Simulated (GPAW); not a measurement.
Computed results, one entry a study.

**How the form of the self-energy moves the gap of LiNbO3 (R3c)**

The structure is trigonal, space group R3c (No. 161). The conventional cell has a = 5.152 Å, b = 5.152 Å, c = 13.869 Å, α = 90.00°, β = 90.00°, γ = 120.00°. Nearest to Li lie 6 O at 2.07 to 2.24 Å. Nearest to Nb lie 6 O at 1.88 to 2.13 Å. Nearest to O lie 2 Nb at 1.88 to 2.13 Å and 2 Li at 2.07 to 2.24 Å. Farther neighbours and most contacts between anions are not listed.

```xyz
10
Lattice="2.5758 1.4871 4.6230 -2.5758 1.4871 4.6230 0.0000 -2.9743 4.6230" Properties=species:S:1:pos:R:3 pbc="T T T"
Li    0.0000    0.0000    3.9041
Li    0.0000    0.0000   10.8386
Nb    0.0000    0.0000    0.0008
Nb    0.0000    0.0000    6.9353
O    -0.6338   -1.4403    5.5026
O     1.5642    0.1713    5.5026
O    -0.9305    1.2690    5.5026
O    -1.6453   -0.2181    7.8141
O     0.6338    1.5340    7.8141
O     1.0116   -1.3159    7.8141
```

* method: DFT, PBE, plane waves, PAW (and 3 further levels or steps)
* program: GPAW 26.7.0
* settings of one run: cutoff 600 eV, GPAW PAW setups 1.2.1 data release, 4×4×4 k-mesh, nbands 251
* cost: 6 runs, 18 min in all on 4 MPI ranks of Intel Xeon Platinum 8488C (Sapphire Rapids), shared host (the runs of this entry)
* notes: The cell and positions come from the Crystallography Open Database and are kept as given unless a step says otherwise. Limits: no spin-orbit coupling. Bands and cutoff are finite, so the gap is not at the basis limit. The miss can reach some tenths of an eV and take either sign; the mesh is an error of its own.
* G0W0, Godby-Needs plasmon pole: 5.567 eV
* one-shot HSE06: 5.551 eV
* G0W0, extrapolated in the cutoff: 5.578 eV
* one-shot Hartree-Fock: 14.509 eV
* G0W0, full frequency, Hilbert transform: 5.474 eV
* known limits: not at the basis limit; no spin-orbit coupling

One-shot HSE06: −0.016 eV against G0W0, Godby-Needs plasmon pole. G0W0, extrapolated in the cutoff: +0.011 eV against G0W0, Godby-Needs plasmon pole, at other bands or cutoff, so not like for like.

[Paths, hosts, dates, memory and timing lines, banners, echoed tables and standing remarks are left out of the program output.]

[Logs are printed without paths, hosts, clocks, repeated set-up lines and the standing remarks that a program may print on its own settings, such as how far it seeks lower states.]

[Runs of the session that timed out or met a known fault of the program may be left out.]

[Hosts, paths, dates, database ids (printed as entryN), source tags and the programs' standing remarks are cut or masked in the printed files.]
